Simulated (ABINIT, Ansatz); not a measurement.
# Calculated records

### How the form of the self-energy moves the gap of F (C2/c)

It takes space group C2/c (No. 15, monoclinic). The conventional cell has a = 5.113 Å, b = 3.168 Å, c = 6.622 Å, α = 90.00°, β = 94.87°, γ = 90.00°. F has 1 F at 1.41 Å nearest.

```yaml
method: RPA screening on LDA, plane waves, norm-conserving pseudopotentials (and 4 further levels or steps)
program: ABINIT 10.8.3
settings: cutoff 36 Ha, PseudoDojo scalar-relativistic 0.4.1 standard, norm-conserving, ngkpt (4, 4, 2), nband 49, ecuteps 4.2 Ha, gwcalctyp 2, nfreqre 16, nfreqim 8, inclvkb 2, freqremax 40 eV, spmeth 1, nomegasf 120, shiftk (0, 0, 0), symchi 1, awtr 1, frequency cd, 4×4×2 k-mesh
cost: 9 runs, 5.2 min in all on 4 MPI ranks of Arm Neoverse N1, shared host
notes: The program’s warnings: Min real frequency set to default [Ha] = and nkpt*nsppol () is not a multiple of nproc spkpt (). The cell and positions are those that the Materials Project relaxed with its own functionals (PBE, PBE+U or r2SCAN), kept fixed. Static COHSEX lies above G0W0: it lacks the factor Z and overstates the Coulomb hole of the filled states. The 4×4×2 mesh is coarse for this cell, which bears on the long-range parts of exchange and screening.
g0w0_godby_needs_plasmon_pole: 8.274 eV
g0w0_engel_farid_plasmon_pole: 8.558 eV
g0w0_hybertsen_louie_plasmon_pole: 9.623 eV
one_shot_cohsex: 9.919 eV
one_shot_hartree_fock: 17.899 eV
g0w0_contour_deformation: 7.328 eV
known_limits: short of the basis limit; coarse k mesh
```

G0W0, Engel-Farid plasmon pole: +0.284 eV against G0W0, Godby-Needs plasmon pole. G0W0, Hybertsen-Louie plasmon pole: +1.349 eV against G0W0, Godby-Needs plasmon pole.

[Long decimals in the printed logs are rounded to 6 places.]

[Logs are printed without paths, hosts, clocks, repeated set-up lines and the standing remarks that a program may print on its own settings, such as how far it seeks lower states.]

[Paths, hosts, dates, memory and timing lines, banners, echoed tables and standing remarks are left out of the program output; an Ansatz launch command may be rebuilt from the run's recorded settings. Measured values are a selection of at most five: reports struck by readers or far from the other reports are left out. None is set beside runs whose start may be inverted or whose files or cutoffs have a known fault.]

[Runs of the session that timed out or met a known fault of the program may be left out.]

[Hosts, paths, dates, database ids (printed as entryN), source tags and the programs' standing remarks are cut or masked in the printed files.]

[G0W0 gaps are taken among the corrected bands and points alone; a level outside them can change the order at an edge.]

[Where Ansatz stands beside ABINIT at settings called matched, ABINIT's density can come from a denser mesh and the files from another edition; pairs whose starting gaps differed by over 0.03 eV were left out, so agreement reads better than it is.]
